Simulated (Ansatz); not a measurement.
# BiN (built on the sites of a database entry of YN): from the cell to its phonons

Task: relax BiN (built on the sites of a database entry of YN), then find its harmonic phonons.

Calculated with Ansatz 0.2.0; DFT PBEsol, scalar-relativistic, plane waves, PAW.

Most raw output is cut from this account.

The structure was built from a prototype and need not be the compound's stable phase.

**1. Set-up**

The structure is cubic, space group Fm-3m (No. 225). Conventional cell: a = 4.051 Å, b = 4.051 Å, c = 4.051 Å, α = 90.00°, β = 90.00°, γ = 90.00°. Bi has 6 N at 2.03 Å nearest. Nearest to N lie 6 Bi at 2.03 Å. Farther neighbours and most contacts between anions are not listed.

**2. Coarse relaxation**

The start is far from rest, so a relaxation with loose tolerances brings it close first.

The input, input.yaml:

```yaml
crystal:
  lattice:
    - [0.0, 2.02566, 2.02566]
    - [2.02566, 0.0, 2.02566]
    - [2.02566, 2.02566, 0.0]
  atoms:
    - { symbol: Bi, position: [0.0, 0.0, 0.0] }
    - { symbol: "N", position: [0.5, 0.5, 0.5] }
kpoints:
  mp_grid: { grid: [8, 8, 8] }
hamiltonian:
  xc: pbesol
scf:
  occupations: { method: gaussian, width: 0.1 }
output:
  forces: true
  stress: true
  eigenvalues: true
relax:
  adjacent_minimum: "off"
  f_tol: 0.05
  max_steps: 80
  cell: { stress_tol: 0.5 }
```

On the command line:

```console
$ ansatz run input.yaml --threads 4 --pin off --max-ram 7168MiB --backend cpu --events-out ev --progress --plain --runs-dir out
```

Elapsed: 3 s, on 4 threads of Arm Neoverse V2, shared host; peak memory 0.3 GiB; 8.8 s of CPU time.

Relaxation path:

| step | energy less that of the first step (eV) | largest force component (eV/Å) | pressure (GPa) | volume (Å³) |
| --- | --- | --- | --- | --- |
| 1 | 0.0000 | 0.0000 | 394.57 | 16.62 |
| 2 | -4.8849 | 0.0000 | 232.94 | 19.18 |
| 3 | -7.9484 | 0.0000 | 127.96 | 21.98 |
| 4 | -9.7051 | 0.0000 | 57.98 | 25.12 |
| 5 | -10.3902 | 0.0000 | 10.16 | 28.55 |
| 6 | -10.4166 | 0.0000 | -0.91 | 29.56 |
| 7 | -10.4171 | 0.0000 | -0.01 | 29.47 |
| 8* | -10.9541 | 0.0000 | 18.84 | 29.47 |
| 9 | -11.0954 | 0.0000 | 7.37 | 31.30 |
| 10 | -11.1220 | 0.0000 | -1.00 | 33.09 |
| 11 | -11.1237 | 0.0000 | -0.08 | 32.86 |
| 12* | -11.1342 | 0.0000 | -0.07 | 32.86 |

Relaxation steps marked * repeat the geometry before them on a plane-wave basis chosen anew for their cell, so energy and pressure can jump there.

Forces are held to the 48 operations that the run works with; a distortion that breaks them can't arise in this run.

```csv
cell as run,before,after,change
a (Å),2.865,3.595,+25.5 %
b (Å),2.865,3.595,+25.5 %
c (Å),2.865,3.595,+25.5 %
volume (Å³/atom),8.31,16.43,+97.7 %
```

The relaxed structure:

```xyz
2
Lattice="0.0000 2.5423 2.5423 2.5423 0.0000 2.5423 2.5423 2.5423 0.0000" Properties=species:S:1:pos:R:3 pbc="T T T"
Bi    0.0000    0.0000    0.0000
N     2.5423    2.5423    2.5423
```

Numbers from this step:

| Property | Result |
| --- | --- |
| pressure | -0.06605 GPa |
| volume per atom | 16.43 Å³ |
| gap on the k-mesh | 0.4929 eV |
| direct gap on mesh | 0.4929 eV |

In this step the volume went from 8.31 to 16.43 Å³/atom.

**3. Relaxation**

The cell and atoms are relaxed, since residual forces and stress would shift the frequencies.

The input, input.yaml:

```yaml
crystal:
  lattice:
    - [0.0, 2.5422926043, 2.5422926043]
    - [2.5422926043, 0.0, 2.5422926043]
    - [2.5422926043, 2.5422926043, 0.0]
  atoms:
    - { symbol: Bi, position: [0.0, 0.0, 0.0] }
    - { symbol: "N", position: [0.5, 0.5, 0.5] }
kpoints:
  mp_grid: { grid: [10, 10, 10] }
hamiltonian:
  xc: pbesol
scf:
  occupations: { method: gaussian, width: 0.02 }
output:
  forces: true
  stress: true
  eigenvalues: true
relax:
  adjacent_minimum: "off"
  f_tol: 0.005
  max_steps: 80
  cell: { stress_tol: 0.05 }
```

Run time: 1.7 s. Hardware: 4 threads; peak memory 0.31 GiB.

Little changed from the start: no atom moved by 0.005 Å and no cell edge by 0.1 %.

Numbers from this step:

```yaml
pressure: -0.005291 GPa
gap_on_the_k_mesh: 0.1870 eV
volume_per_atom: 16.41 Å³
direct_gap_on_mesh: 0.2134 eV
```

In this step the volume went from 16.43 to 16.41 Å³/atom.

**4. Relaxing to small forces for the phonons**

Phonons need a cell at rest on their own settings, so the relaxation is repeated with tight tolerances on forces and stress on the k mesh and occupations of the first response run.

input.yaml, the sections that differ from step 3:

```yaml
crystal:
  lattice:
    - [0.0, 2.5410020811, 2.5410020811]
    - [2.5410020811, 0.0, 2.5410020811]
    - [2.5410020811, 2.5410020811, 0.0]
  atoms:
    - { symbol: Bi, position: [0.0, 0.0, 0.0] }
    - { symbol: "N", position: [0.5, 0.5, 0.5] }
kpoints:
  mp_grid: { grid: [12, 12, 12] }
relax:
  adjacent_minimum: "off"
  f_tol: 0.001
  max_steps: 60
  cell: { stress_tol: 0.01 }
# hamiltonian, scf, output: as in step 3
```

Wall time 2.1 s (4 threads); peak memory 0.34 GiB.

Little changed from the start: no atom moved by 0.005 Å and no cell edge by 0.1 %.

Numbers from this step:

- pressure: -4.91e-4 GPa
- gap on the k-mesh: 0.1946 eV
- volume per atom: 16.40 Å³
- direct gap on mesh: 0.3899 eV

The forces vanish by symmetry and the pressure is 0.000 GPa, within the tolerances set. The cell now holds 16.40 Å³/atom.

**5. Zone-centre response**

The zone centre comes first: it holds the modes that light can see, as far as symmetry allows. No field response is asked.

input.yaml, the sections that differ from step 4:

```yaml
crystal:
  lattice:
    - [0.0, 2.5408682242, 2.5408682242]
    - [2.5408682242, 0.0, 2.5408682242]
    - [2.5408682242, 2.5408682242, 0.0]
  atoms:
    - { symbol: Bi, position: [0.0, 0.0, 0.0] }
    - { symbol: "N", position: [0.5, 0.5, 0.5] }
output:
  eigenvalues: true
phonons:
  method: dfpt
# kpoints, hamiltonian, scf: as in step 4
# relax: removed
```

Run time: 4.7 s. Hardware: 4 threads; peak memory 0.52 GiB; 17 s of CPU time.

This step gave:

```
sum-rule residual before enforcement                    : 3.15e-5 eV/Å²
point group                                             : m-3m
highest optical mode at the zone centre (no LO-TO term) : -204.1 cm⁻¹
lowest optical zone-centre mode                         : -204.1 cm⁻¹
```

Without the LO-TO term. Patterns of degenerate modes are one choice out of their space. The modes at Γ (shares of kinetic energy by element, %) (negative means imaginary):

```
mode  frequency (cm⁻¹)  symmetry  Bi %  N %
   1            -204.1       T1u     6   94
   2            -204.1       T1u     6   94
   3            -204.1       T1u     6   94
   4               0.0  acoustic    94    6
   5               0.0  acoustic    94    6
   6               0.0  acoustic    94    6
```

Displacements in mode 3 (-204.1 cm⁻¹), the largest set to 1:
```
Bi1  0.00  0.00 -0.07
N2   0.00 -0.01  1.00
```

Before it was imposed, the acoustic sum rule was missed by 3.1e-5 eV/Å². Small misses are needed for a sound result but don't prove that mesh and cutoff are converged. The lowest optical mode is imaginary, 204.1i cm⁻¹, so the energy falls along it.

**6. The dispersion**

Stability and thermal properties need the whole zone. Linear response on a 4×4×4 q mesh gives force constants as far as a supercell of that size would.

input.yaml, as its differences from that of step 5:

```diff
@@ -18 +18,8 @@
   method: dfpt
+  qmesh: [4, 4, 4]
+  temperatures: { t_max: 1000, t_step: 50 }
+  qpath:
+    path:
+      - [[0.0, 0.0, 0.0], [0.5, 0.0, 0.5], [0.625, 0.25, 0.625]]
+      - [[0.375, 0.375, 0.75], [0.0, 0.0, 0.0], [0.5, 0.5, 0.5], [0.5, 0.25, 0.75], [0.5, 0.0, 0.5]]
+    npoints: 10
```

It took 2.7 min on 4 threads; peak memory 2.2 GiB; 10 min of CPU time.

This step gave:

```yaml
sum_rule_residual_before_enforcement: 3.31e-5 eV/Å²
lowest_frequency_on_the_path: -204.1 cm⁻¹
highest_frequency_on_the_path_or_at_a_solved_wavevector: 411.7 cm⁻¹
lowest_mode_on_the_q_mesh_acoustic_modes_at_gamma_apart: -204.1 cm⁻¹
```

Frequencies (cm⁻¹) solved at each irreducible wavevector; negative means imaginary. Frequencies by wavevector, by row:

```csv
q in reciprocal lattice units,star,mode 1,mode 2,mode 3,mode 4,mode 5,mode 6
0 0 0,1,-204.1,-204.1,-204.1,0,0,0
0 0 0.25,8,35.3,35.3,110.1,253.7,253.7,364.8
0 0 -0.5,4,59.7,59.7,159.2,333.4,333.4,404.3
0 0.25 0.25,6,-120.8,-120.8,68.1,68.1,108.1,324.1
0 0.25 -0.5,24,60.2,74.7,131.6,227.5,245.1,319.6
0 0.25 -0.25,12,-91.9,54.6,102.2,135.7,308.6,374
0 -0.5 -0.5,3,-144.4,-144.4,-139.9,94.5,94.5,152.3
0.25 -0.5 -0.25,6,-120.2,-120.2,97.7,124.9,124.9,319.9
```

Interpolated from a 4×4×4 q mesh, without the LO-TO term. The phonon branches at the labelled points (cm⁻¹):

```csv
point,branch 1,branch 2,branch 3,branch 4,branch 5,branch 6
Γ,-204,-204,-204,0,0,0
halfway,-121,-121,68,68,108,324
X,-144,-144,-140,94,94,152
halfway,-124,-63,57,118,138,154
U,-106,61,110,148,226,277
jump to K,-106,61,110,148,226,277
halfway,20,40,113,120,290,378
Γ,-204,-204,-204,0,0,0
halfway,35,35,110,254,254,365
L,60,60,159,333,333,404
halfway,63,74,142,227,269,371
W,-120,-120,98,125,125,320
halfway,-122,-97,81,118,149,225
X,-144,-144,-140,94,94,152
```

The phonon density of states has structure finer than the step of the table below, so its rows give means over 20 cm⁻¹, whole bins alone (the curve runs from -202 to 412 cm⁻¹). Peaks (cm⁻¹: height): 62.5: 0.0652, 132.5: 0.0362.

Tetrahedra on a 24×24×24 mesh, mean over bins of 5 cm-1. Interpolated from a 4×4×4 q mesh. Phonon density of states against wavenumber; means over each step:

wavenumber (cm⁻¹), phonon density of states (1/cm⁻¹/cell) and a bar:
```
     -180     0.0002 
     -160     0.0003 
     -140     0.0007 
     -120     0.0037 ###
     -100     0.0071 #####
      -80     0.0066 #####
      -60     0.0056 ####
      -40     0.0045 ###
      -20     0.0041 ###
        0     0.0043 ###
       20     0.0060 ####
       40     0.0149 ###########
       60     0.0419 ##############################
       80     0.0111 ########
      100     0.0146 ##########
      120     0.0291 #####################
      140     0.0292 #####################
      160     0.0125 #########
      180     0.0074 #####
      200     0.0070 #####
      220     0.0072 #####
      240     0.0076 #####
      260     0.0083 ######
      280     0.0095 #######
      300     0.0115 ########
      320     0.0124 #########
      340     0.0093 #######
      360     0.0092 ######
      380     0.0087 ######
      400     0.0052 ####
```

The partial phonon density of states has structure finer than the step of the table below, so its rows give means over 20 cm⁻¹, whole bins alone (the curve runs from -214 to 435 cm⁻¹). Peaks (cm⁻¹: height): Bi 59.4: 0.0518, 128.8: 0.0273; N -108.0: 0.00539, 145.1: 0.00927, 169.6: 0.00819, 210.5: 0.00855, 328.8: 0.0129, 365.6: 0.00984.

Phonopy on the run's constants, 19x19x19 mesh, Gaussian sigma 4.6 cm-1. Interpolated from a 4×4×4 q mesh. The partial phonon density of states by wavenumber; means over each step; values in 1/cm⁻¹/cell:

```
wavenumber (cm⁻¹)       Bi        N
             -200   3.8e-6   6.1e-5
             -180   1.8e-5   1.9e-4
             -160   3.6e-5   2.7e-4
             -140   2.0e-4   8.0e-4
             -120  0.00128  0.00316
             -100  0.00241  0.00472
              -80  0.00282  0.00384
              -60  0.00344  0.00273
              -40  0.00327  0.00164
              -20  0.00172   3.8e-4
                0  0.00150   4.2e-4
               20  0.00486   5.0e-4
               40   0.0149   7.4e-4
               60   0.0412  0.00124
               80   0.0116  0.00152
              100   0.0113  0.00396
              120   0.0218  0.00652
              140   0.0212  0.00827
              160  0.00500  0.00704
              180   6.7e-4  0.00657
              200   1.7e-4  0.00640
              220   1.3e-4  0.00766
              240   6.3e-5  0.00682
              260   5.0e-5  0.00855
              280   5.4e-5  0.00938
              300   4.4e-5   0.0113
              320   5.0e-5   0.0125
              340   5.7e-5  0.00959
              360   6.8e-5  0.00911
              380   8.0e-5  0.00852
              400   5.8e-5  0.00516
              420   6.1e-6   4.9e-4
```

Second derivatives of the energy by pair, one row for each kind of neighbour of each atom listed. Each entry sums the pair over the periodic images of the supercell that the q mesh stands for, and in a polar crystal it holds the long-range dipole part too. Force constants by pair, by row:

```csv
atom,neighbour,distance (Å),third of the trace (eV/Å²),along the pair's line (eV/Å²)
Bi1,itself,0,6.236,–
Bi1,N,2.541,-0.1486,0.4458
Bi1,Bi,3.593,-0.3227,-2.154
Bi1,N,4.401,0.0134,0.1632
Bi1,Bi,5.082,-0.4512,-1.25
Bi1,N,5.682,0.0399,0.2099
Bi1,Bi,6.224,-0.0212,-0.099
Bi1,Bi,7.187,-0.0645,-0.1754
N2,itself,0,3.295,–
N2,Bi,2.541,-0.1486,0.4458
N2,N,3.593,0.0228,-0.3142
N2,Bi,4.401,0.0134,0.1632
N2,N,5.082,-0.6326,-1.631
N2,Bi,5.682,0.0399,0.2099
N2,N,6.224,-0.0174,-0.0566
N2,N,7.187,0.0128,0.0156
```

Symmetry leaves 8 wavevectors to solve. The lowest mode among them, the acoustic zeros apart, lies at Γ and is imaginary, 204.1i cm⁻¹, so the energy falls along it.

**7. Another isotope**

An isotope changes the mass and not the force constants, so no new electronic calculation is needed; the shifts show which modes move this element.

The same force constants with the mass of N changed from 14.007 to 15.000 u (phonopy, no LO-TO term). Both lists are sorted by frequency; levels can cross, so a row need not hold one and the same mode. Modes under 3 cm⁻¹ are left out. Isotope shifts, by row:

```csv
q,rank,natural mass (cm⁻¹),changed mass (cm⁻¹)
0 0 0,1,-204.1,-197.7
0 0 0,2,-204.1,-197.7
0 0 0,3,-204.1,-197.7
0 0 0.25,1,35.32,35.32
0 0 0.25,2,35.32,35.32
0 0 0.25,3,110.1,109.9
0 0 0.25,4,253.7,245.2
0 0 0.25,5,253.7,245.2
0 0 0.25,6,364.8,352.9
0 0 -0.5,1,59.73,59.73
0 0 -0.5,2,59.73,59.73
0 0 -0.5,3,159.2,159.2
0 0 -0.5,4,333.4,322.2
0 0 -0.5,5,333.4,322.2
0 0 -0.5,6,404.3,390.7
0 0.25 0.25,1,-120.8,-117.5
0 0.25 0.25,2,-120.8,-117.5
0 0.25 0.25,3,68.11,67.69
0 0.25 0.25,4,68.11,67.69
0 0.25 0.25,5,108.1,108.1
0 0.25 0.25,6,324.1,313.4
```

A mode of this element alone would shift by -3.37 %.

**8. Outcome**

| Item | Value |
| --- | --- |
| space group after relaxation (within 0.01 Å) | Fm-3m |
| volume per atom | 16.4 Å³ |
| gap on the k-mesh | 0.195 eV |
| highest optical mode at the zone centre (no LO-TO term) | -204 cm⁻¹ |
| lowest optical zone-centre mode | -204 cm⁻¹ |
| lowest mode on the q mesh (acoustic modes at Γ apart) | -204 cm⁻¹ |
| highest frequency on the path or at a solved wavevector | 412 cm⁻¹ |
| imaginary modes on the 4×4×4 q mesh | yes |

In words: Modes are clearly imaginary (beyond 10i cm⁻¹) at 5 of the 8 irreducible wavevectors, most at Γ (204.1i cm⁻¹), so this structure is not a minimum of the energy. Without the field, the optical modes at Γ form one degenerate level at -204 cm⁻¹ (negative means imaginary). Where the field response was not run the interpolation lacks the dipole term, so the LO-TO splitting is missing from branches, density of states and sums. Spin-orbit coupling is left out, which can matter for the heavy elements here. The starting cell was built on a prototype and not taken from a measurement, so the phase need not exist. These are harmonic frequencies at zero temperature: anharmonic shifts, linewidths and thermal expansion are left out.

[Logs are printed without paths, hosts, clocks, repeated set-up lines and the standing remarks that a program may print on its own settings, such as how far it seeks lower states.]

[Hosts, paths, dates, database ids (printed as entryN), source tags and the programs' standing remarks are cut or masked in the printed files.]
